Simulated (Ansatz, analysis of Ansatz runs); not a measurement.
## Can an added electron hop between Pa atoms in PaCl5 (C2/c)?

Aim: the energy barrier that a trapped electron meets when it moves from one Pa atom to another one nearby in PaCl5 (C2/c). The model is a cell of 48 host atoms.

Program: Ansatz 0.2.0. Level of theory: plane-wave PAW DFT, PBEsol+U; relaxation of all atoms of a supercell at fixed charge in a uniform background; PAW set soft_1. Results are calculated unless marked as measured.

This is a report of a sequence of runs, with most program output left out.

In doubt: warnings of the run leave room for a lower electronic state (Ansatz), so energies may not be the lowest and differences between runs may mislead.

## Step 1: The starting structure

The cell holds 48 atoms: 8 Pa and 40 Cl. Its edges and angles: a = 14.528 Å, b = 10.071 Å, c = 14.548 Å, α = 69.6°, β = 54.7°, γ = 69.8°. It derives from PaCl5 (space group C2/c). Nearest the centre at fractional (0.750, 0.750, 0.250): Cl47 at 1.57 Å, Cl11 at 1.57 Å, Pa3 at 2.24 Å, Pa7 at 2.24 Å, Cl35 at 3.31 Å, Cl27 at 3.31 Å, Cl40 at 3.31 Å, Cl32 at 3.31 Å.

Hubbard terms: Pa f 5.0 eV. They were chosen, not fitted, to curb self-interaction in the shells named, the trial site's among them. The two sites are Pa7 and Pa3. The cell's shortest repeat is 10.1 Å.

## Step 2: The cell without the carrier

The neutral cell is relaxed first, from small random displacements, so that bond lengths and moments with the carrier can be set beside those of a relaxed cell without it.

neutral.relax/input.yaml reads:

```yaml
crystal:
  lattice:
    - [-2.38942301, 11.88841817, 8.00197763]
    - [5.99469897, 0.0, 8.09259187]
    - [8.38412199, 11.88841817, 0.09061423]
  atoms:
    - { symbol: Pa, position: [0.341027, 0.408973, 0.091027] }
    - { symbol: Pa, position: [0.341027, 0.408973, 0.591027] }
    - { symbol: Pa, position: [0.841027, 0.908973, 0.091027] }
    - { symbol: Pa, position: [0.841027, 0.908973, 0.591027] }
    - { symbol: Pa, position: [0.158973, 0.091027, 0.408973] }
    - { symbol: Pa, position: [0.158973, 0.091027, 0.908973] }
    - { symbol: Pa, position: [0.658973, 0.591027, 0.408973] }
    - { symbol: Pa, position: [0.658973, 0.591027, 0.908973] }
[... 36 atom lines left out ...]
    - { symbol: Cl, position: [0.34375, 0.221413, 0.279911] }
    - { symbol: Cl, position: [0.34375, 0.221413, 0.779911] }
    - { symbol: Cl, position: [0.84375, 0.721413, 0.279911] }
    - { symbol: Cl, position: [0.84375, 0.721413, 0.779911] }
basis:
  ecutwfc: 420
  xc_grid: 2
hamiltonian:
  xc: pbesol
  hubbard:
    sites: [{ species: Pa, l: f, u_eff: 5.0 }]
    projectors: ortho-atomic
  pseudopotentials: { kind: paw, azcp: { folder: soft_1 }, xc_functional: pbe }
kpoints:
  mp_grid: { grid: [1, 1, 1] }
scf:
  occupations: { method: fermi_dirac, width: 0.01 }
  max_iter: 120
  lower_state_search: "off"
output:
  forces: true
relax:
  f_tol: 0.02
  max_steps: 70
  random_displacement: { amplitude: 0.04, seed: 5850 }
checkpoint:
  write: "../neutral.relax.run"
  compress: false
  write_wavefunctions: true
  write_every: 100000
```

On the command line:

```console
$ ansatz run input.yaml --threads 4 --pin off --max-ram 9420MiB --backend cpu --events-out ev --progress --plain --runs-dir out
```

Elapsed: 38 s, on 4 threads of Intel Xeon at 2.60GHz (Ice Lake), shared host; peak memory 1.7 GiB; 2.3 min of CPU time.

The largest displacement from an ideal site is 0.045 Å.

## Step 3: The electron on the first site

The nearest neighbour or neighbours of the site start displaced and the site's starting moment is changed by the carrier's spin, since a carrier doesn't trap itself in the undistorted lattice.

A.relax/input.yaml reads:

```yaml
crystal:
  lattice:
    - [-2.38942301, 11.88841817, 8.00197763]
    - [5.99469897, 0.0, 8.09259187]
    - [8.38412199, 11.88841817, 0.09061423]
  atoms:
    - { symbol: Pa, position: [0.340807, 0.409923, 0.09046] }
    - { symbol: Pa, position: [0.339616, 0.410853, 0.591751] }
    - { symbol: Pa, position: [0.84119, 0.908276, 0.089955] }
    - { symbol: Pa, position: [0.840832, 0.909105, 0.589972] }
    - { symbol: Pa, position: [0.161235, 0.088341, 0.409239] }
    - { symbol: Pa, position: [0.160151, 0.089723, 0.910899] }
    - { symbol: Pa, position: [0.660417, 0.589323, 0.409937], spin: 1.0 }
    - { symbol: Pa, position: [0.660057, 0.590815, 0.910483] }
[... 36 atom lines left out ...]
    - { symbol: Cl, position: [0.346917, 0.218607, 0.278274] }
    - { symbol: Cl, position: [0.34447, 0.222263, 0.781092] }
    - { symbol: Cl, position: [0.854901, 0.724114, 0.272682] }
    - { symbol: Cl, position: [0.845584, 0.721292, 0.779282] }
total_charge: -1
basis:
  ecutwfc: 420
  xc_grid: 2
hamiltonian:
  xc: pbesol
  hubbard:
    sites: [{ species: Pa, l: f, u_eff: 5.0 }]
    projectors: ortho-atomic
  pseudopotentials: { kind: paw, azcp: { folder: soft_1 }, xc_functional: pbe }
kpoints:
  mp_grid: { grid: [1, 1, 1] }
magnetization:
  spin_polarized: true
  initial_magnetization: 1
  spin_locking: { lock_magnetization: hard }
scf:
  occupations: { method: fermi_dirac, width: 0.01 }
  max_iter: 120
  lower_state_search: "off"
output:
  forces: true
relax:
  f_tol: 0.015
  max_steps: 70
  escape_saddle: false
checkpoint:
  write: "../A.relax.run"
  compress: false
  write_wavefunctions: true
  write_every: 100000
```

Wall time 79 s (4 threads); peak memory 2.6 GiB; 5 min of CPU time.

Relaxation path:

```csv
step,energy less that of the first step (eV),largest force component (eV/Å)
1,0.0000,0.4929
2,-0.0421,0.4357
3,-0.1238,0.1233
4,-0.1264,0.0608
5,-0.1274,0.0116
6,-0.1274,0.0115
```

The atoms that moved most (Å):

```csv
atom,dx,dy,dz,length
Cl24,-0.016,-0.011,0.086,0.089
Cl21,0.014,-0.012,-0.083,0.085
Pa7,0.001,0.073,0.001,0.073
Cl27,0.032,-0.063,0.008,0.071
Cl32,-0.027,-0.063,-0.013,0.070
Cl13,-0.010,0.062,0.014,0.064
Cl11,0.005,0.061,-0.013,0.063
Cl35,-0.003,-0.012,0.049,0.050
```

The moves above count from the input, in which the site's nearest neighbours were already displaced; the distances below compare with the cell without the carrier.

Distances from Pa7 without and with the electron:

```csv
atom,without (Å),with (Å)
Cl32,2.48,2.58
Cl27,2.48,2.58
Cl20,2.51,2.58
Cl47,2.72,2.79
Cl44,2.72,2.79
Cl11,2.77,2.89
Cl13,2.77,2.89
```

The largest changes of the moments are 0.89 μB on Pa7, -0.01 μB on Cl27 and -0.01 μB on Cl32. The largest part sits on the chosen site.

## Step 4: The electron on the second site

The same start is made on the second site, to get the end of the hop.

B.relax/input.yaml reads:

```yaml
crystal:
  lattice:
    - [-2.38942301, 11.88841817, 8.00197763]
    - [5.99469897, 0.0, 8.09259187]
    - [8.38412199, 11.88841817, 0.09061423]
  atoms:
    - { symbol: Pa, position: [0.340807, 0.409923, 0.09046] }
    - { symbol: Pa, position: [0.339616, 0.410853, 0.591751] }
    - { symbol: Pa, position: [0.84119, 0.908276, 0.089955], spin: 1.0 }
[... 3 atom lines left out ...]
    - { symbol: Pa, position: [0.660417, 0.589323, 0.409937] }
[... 3 atom lines left out ...]
    - { symbol: Cl, position: [0.647479, 0.771936, 0.226464] }
[... 15 atom lines left out ...]
    - { symbol: Cl, position: [0.766071, 0.395984, 0.295551] }
[... 4 atom lines left out ...]
    - { symbol: Cl, position: [0.546622, 0.791545, 0.515417] }
[... 14 atom lines left out ...]
    - { symbol: Cl, position: [0.846837, 0.71006, 0.286634] }
    - { symbol: Cl, position: [0.845584, 0.721292, 0.779282] }
total_charge: -1
basis:
  ecutwfc: 420
  xc_grid: 2
hamiltonian:
  xc: pbesol
  hubbard:
    sites: [{ species: Pa, l: f, u_eff: 5.0 }]
    projectors: ortho-atomic
  pseudopotentials: { kind: paw, azcp: { folder: soft_1 }, xc_functional: pbe }
kpoints:
  mp_grid: { grid: [1, 1, 1] }
magnetization:
  spin_polarized: true
  initial_magnetization: 1
  spin_locking: { lock_magnetization: hard }
scf:
  occupations: { method: fermi_dirac, width: 0.01 }
  max_iter: 120
  lower_state_search: "off"
output:
  forces: true
relax:
  f_tol: 0.015
  max_steps: 70
  escape_saddle: false
checkpoint:
  write: "../B.relax.run"
  compress: false
  write_wavefunctions: true
  write_every: 100000
```

It took 83 s on 4 threads; peak memory 2.6 GiB; 5.3 min of CPU time.

Distances from Pa3 without and with the electron:

```csv
atom,without (Å),with (Å)
Cl35,2.48,2.58
Cl40,2.48,2.58
Cl24,2.50,2.58
Cl16,2.72,2.79
Cl11,2.72,2.79
Cl47,2.77,2.89
Cl41,2.77,2.89
```

The largest changes of the moments are 0.89 μB on Pa3, -0.01 μB on Cl35 and -0.01 μB on Cl40. The largest part sits on the chosen site.

## Step 5: Points on the line between the two structures

All atoms move on the straight line between the two relaxed structures, 3.42 amu^1/2 Å long in mass-weighted terms. Each point starts from the state of the point before, once from either end, so that both localised states can be followed; the midpoint is also started with the carrier shared.

A.x0500/input.yaml reads:

```yaml
crystal:
  lattice:
    - [-2.38942301, 11.88841817, 8.00197763]
    - [5.99469897, 0.0, 8.09259187]
    - [8.38412199, 11.88841817, 0.09061423]
  atoms:
    - { symbol: Pa, position: [0.341155, 0.409418, 0.090067] }
    - { symbol: Pa, position: [0.341068, 0.411395, 0.590161] }
    - { symbol: Pa, position: [0.838449, 0.909359, 0.089859] }
[... 3 atom lines left out ...]
    - { symbol: Pa, position: [0.662834, 0.589057, 0.410267], spin: 1.0 }
[... 3 atom lines left out ...]
    - { symbol: Cl, position: [0.6534, 0.778442, 0.220568] }
[... 20 atom lines left out ...]
    - { symbol: Cl, position: [0.541785, 0.795388, 0.517828] }
[... 2 atom lines left out ...]
    - { symbol: Cl, position: [0.734152, 0.104254, 0.208298] }
[... 11 atom lines left out ...]
    - { symbol: Cl, position: [0.849051, 0.717882, 0.278363] }
    - { symbol: Cl, position: [0.84593, 0.720684, 0.779173] }
total_charge: -1
basis:
  ecutwfc: 420
  xc_grid: 2
hamiltonian:
  xc: pbesol
  hubbard:
    sites: [{ species: Pa, l: f, u_eff: 5.0 }]
    projectors: ortho-atomic
  pseudopotentials: { kind: paw, azcp: { folder: soft_1 }, xc_functional: pbe }
kpoints:
  mp_grid: { grid: [1, 1, 1] }
magnetization:
  spin_polarized: true
  initial_magnetization: 1
  spin_locking: { lock_magnetization: hard }
scf:
  occupations: { method: fermi_dirac, width: 0.01 }
  max_iter: 120
  lower_state_search: "off"
output:
  forces: true
  eigenvalues: true
  eigenstates: { localisation: true }
  write_density: true
  write_potential: true
  volumetric_format: npy
checkpoint:
  read: "../A.x0375.run"
  write: "../A.x0500.run"
  compress: false
  write_wavefunctions: true
  write_every: 100000
```

It took 49 s on 4 threads; peak memory 2.7 GiB.

States next to the filling edge at the first k-point, on the run's own zero (eigenstates.tsv). The participation number counts the atoms that a state is spread over, of 48; bands count from 0.

```csv
spin,band,energy (eV),occupation,participation,largest share on,share
down,186,1.258,1.00,3.7,Cl27,0.49
down,187,1.277,1.00,2.9,Cl32,0.48
down,188,1.292,1.00,2.9,Cl32,0.55
down,189,1.524,1.00,2.7,Cl32,0.43
down,190,1.534,1.00,1.8,Cl20,0.74
down,191,1.649,1.00,2.9,Cl20,0.50
down,192,3.801,0.00,4.3,Pa1,0.35
down,193,3.870,0.00,5.1,Pa3,0.35
down,194,3.885,0.00,3.1,Pa3,0.55
down,195,3.893,0.00,2.0,Pa3,0.70
down,196,3.907,0.00,1.9,Pa3,0.71
up,187,1.281,1.00,2.8,Cl32,0.45
up,188,1.293,1.00,2.7,Cl32,0.56
up,189,1.458,1.00,2.8,Cl32,0.43
up,190,1.535,1.00,1.8,Cl20,0.74
up,191,1.656,1.00,2.9,Cl20,0.51
up,192,1.975,1.00,1.4,Pa7,0.85
up,193,3.801,0.00,4.3,Pa1,0.35
up,194,3.870,0.00,4.9,Pa3,0.37
up,195,3.884,0.00,3.1,Pa3,0.54
up,196,3.893,0.00,2.0,Pa3,0.70
up,197,3.906,0.00,2.0,Pa3,0.71
```

Under PBEsol+U (5 eV) at the zone centre alone, the highest filled state is spin up, spread over 1 of 48 atoms, and the lowest empty one, 1.83 eV above it, is spin down, spread over 4 of 48 atoms.

The largest moments in the atoms' spheres: Pa7 0.87, Cl32 -0.01, Cl27 -0.01, Cl20 -0.01, Cl47 0.00, Cl44 0.00 μB.

Spin density in the ac plane at fractional y = 0.750, through the centre, with atoms of Cl within 0.45 Å of it.

Ten even steps from '0' (-0.57 × 1e-2 e/Å³) to '9' (1.62 × 1e-2 e/Å³), each cell a mean:
```
22222222222222222222222222222222222222222
22222222222222222222222222222222222222222
22222222222222222222222222222222222222222
22222222222222222222222222222222222222222
22222222222222222222222222222222222222222
22222222222222222222222222222222222222222
22222222222222222222222222222222222222222
22222222222222222222222222222222222222222
22222222222222222222222222222222222222222
22222222222222222222112222222222222222222
22222222222222222222100112222222222222222
22222222222222222222200002222222222222222
22222222222222222222222112333222222222222
22222222222222222222222344333332222222222
22222222222222222222222359953332222222222
22222222222222222222222236995322222222222
22222222222222222222222222344322112222222
22222222222222222222222221112222222212222
22222222222222222222222222211122222221222
22222222222222222222222222233222222222222
22222222222222222222222222222222222222222
22222222222222222222222222222222222222222
22222222222222222222222222222222222222222
22222222222222222222222222222222222222222
```
Columns run along a (14.5 Å), rows up along c (14.5 Å). Atoms in or near the plane, at fractional coordinates: Cl at (0.65, 0.22), Cl at (0.65, 0.72), Cl at (0.54, 0.02), Cl at (0.54, 0.52), Cl at (0.96, 0.48), Cl at (0.96, 0.98), Cl at (0.85, 0.28), Cl at (0.85, 0.78).

Valence density in the ac plane at fractional y = 0.750, through the centre, with atoms of Cl within 0.45 Å of it. It is the smooth field of the valence electrons, not physical close to the nuclei.

Values in e/Å³, 13 rows by 16 columns, each cell a mean:
```
0.6 0.0 0.0 0.0 0.0 0.0 0.0 0.0 0.3 0.9 0.3 0.0 0.0 0.0 0.6 1.5
0.2 0.0 0.0 0.0 0.1 0.0 0.0 0.1 0.1 0.1 0.1 0.1 0.2 0.2 0.0 0.2
0.0 0.0 0.0 0.0 0.1 0.1 0.0 0.0 0.1 0.5 0.7 0.2 0.8 1.4 0.5 0.0
0.0 0.0 0.1 0.1 0.0 0.0 0.0 0.0 0.0 0.5 1.5 1.0 0.3 1.0 0.9 0.1
0.1 0.0 0.0 0.1 0.0 0.0 0.0 0.1 0.1 0.0 0.3 0.6 0.2 0.1 0.2 0.1
0.1 0.1 0.0 0.0 0.0 0.0 0.0 0.4 1.1 0.5 0.0 0.0 0.0 0.2 0.5 0.2
0.3 0.0 0.0 0.0 0.0 0.0 0.0 0.1 0.9 1.3 0.2 0.0 0.0 0.1 1.1 1.4
0.5 0.0 0.0 0.0 0.0 0.0 0.1 0.1 0.1 0.3 0.2 0.1 0.0 0.0 0.2 0.8
0.0 0.0 0.0 0.0 0.1 0.0 0.0 0.1 0.1 0.2 0.2 0.1 0.6 0.7 0.1 0.0
0.0 0.0 0.0 0.0 0.0 0.1 0.0 0.0 0.0 0.7 1.3 0.5 0.5 1.5 1.0 0.1
0.0 0.0 0.0 0.1 0.0 0.0 0.0 0.0 0.0 0.2 1.1 1.1 0.2 0.3 0.5 0.1
0.1 0.1 0.0 0.0 0.0 0.0 0.0 0.2 0.4 0.1 0.1 0.2 0.1 0.1 0.2 0.1
0.1 0.0 0.0 0.0 0.0 0.0 0.0 0.3 1.4 1.1 0.1 0.0 0.0 0.1 0.9 0.7
```
Columns run along a (14.5 Å), rows up along c (14.5 Å). Atoms in or near the plane, at fractional coordinates: Cl at (0.65, 0.22), Cl at (0.65, 0.72), Cl at (0.54, 0.02), Cl at (0.54, 0.52), Cl at (0.96, 0.48), Cl at (0.96, 0.98), Cl at (0.85, 0.28), Cl at (0.85, 0.78).

Electrostatic potential energy in the ac plane at fractional y = 0.750, through the centre, with atoms of Cl within 0.45 Å of it. With pseudopotentials it is smooth inside the atoms' cores, unlike the true potential.

Values in eV, 13 rows by 16 columns, each cell a mean:
```
 -3   8   9   9   9   8   8   8   2 -10   3   7   8   8  -3 -27
  5   8   9   8   8   8   8   7   7   3   1   4   4   6   8   6
  9   9   9   9   8   8   9   8   7  -2  -7   3 -10 -27  -1   8
  8   9   8   8   9   9   9   9   9  -1 -31 -14   3 -14 -11   7
  7   8   8   8   8   9   9   9   9   9   2  -3   4   1   3   6
  7   8   8   9   9   9   9   4 -16   1   9   9   7   3  -2   4
  4   8   9   9   9   9   9   8 -11 -18   6   9   9   7 -15 -25
  0   8   9   9   9   9   8   8   7   3   3   7   8   9   6  -9
  8   8   9   8   8   8   9   8   8   4   2   4  -3  -7   7   9
  9   9   8   8   8   8   9   9   8  -7 -23  -1  -1 -29 -13   8
  8   8   8   7   8   8   9   9   9   6 -17 -15   4   0  -1   7
  7   8   8   8   8   9   8   5   0   7   8   7   5   1   2   6
  7   8   8   9   9   9   8   4 -26 -17   7   8   8   6  -8  -7
```
Columns run along a (14.5 Å; values clipped at the 3rd and 97th percentile), rows up along c (14.5 Å). Atoms in or near the plane, at fractional coordinates: Cl at (0.65, 0.22), Cl at (0.65, 0.72), Cl at (0.54, 0.02), Cl at (0.54, 0.52), Cl at (0.96, 0.48), Cl at (0.96, 0.98), Cl at (0.85, 0.28), Cl at (0.85, 0.78).

Free energies from the first end:

```csv
started from,fraction,energy (eV),moment change on Pa7 (μB),on Pa3 (μB)
first site,0,0.000,0.89,0.00
first site,0.125,0.014,0.88,0.00
first site,0.25,0.054,0.88,0.00
first site,0.375,0.121,0.88,0.00
first site,0.5,0.215,0.87,0.00
first site,0.625,0.336,0.87,0.00
second site,0.875,0.013,0.00,0.88
second site,0.75,0.054,0.00,0.88
second site,0.625,0.121,0.00,0.88
second site,0.5,0.215,0.00,0.87
second site,0.375,0.336,0.00,0.87
shared,0.5,0.487,0.52,0.52
second site,1,0.000,0.00,0.89
```

## Step 6: Results

```yaml
barrier_forward: 0.22 eV
barrier_backward: 0.22 eV
distance_of_the_two_sites_without_the_carrier: 4.49 Å
carrier_at_the_midpoint: on one site
```

On this line the electron must cross 0.22 eV to hop 4.49 Å; both ends have the same energy within 0.005 eV. At the midpoint the lowest state found keeps the carrier on one site, so the two localised curves cross in a cusp. This suggests weak coupling and a hop slower than the barrier alone implies, though U itself penalises the shared state. With an assumed attempt frequency of 1e13 per second the rate at 300 K would be 2e+09 per second for this barrier, if every crossing succeeded. A straight line need not be the lowest path, so the true barrier at this U can be lower, or higher if the ends can still break their symmetry. No run compares the localised electron with one spread in the band, so its binding is unknown and the barrier may exceed it. The program's search for lower electronic states was switched off in all runs, so that each state is followed; none is shown to be the lowest at its structure. No image-charge correction is applied; it nearly cancels along the line while the charge stays localised. Keep in mind: sampling at the zone centre alone can move energies of charged and open-shell states by tenths of an eV or more in cells of this size; gap and trapping depend on the U chosen (Pa f 5.0 eV); spin–orbit coupling, which can matter with heavy atoms, is left out.

[Logs are printed without paths, hosts, clocks, repeated set-up lines and the standing remarks that a program may print on its own settings, such as how far it seeks lower states.]

[Hosts, paths, dates, database ids (printed as entryN), source tags and the programs' standing remarks are cut or masked in the printed files.]
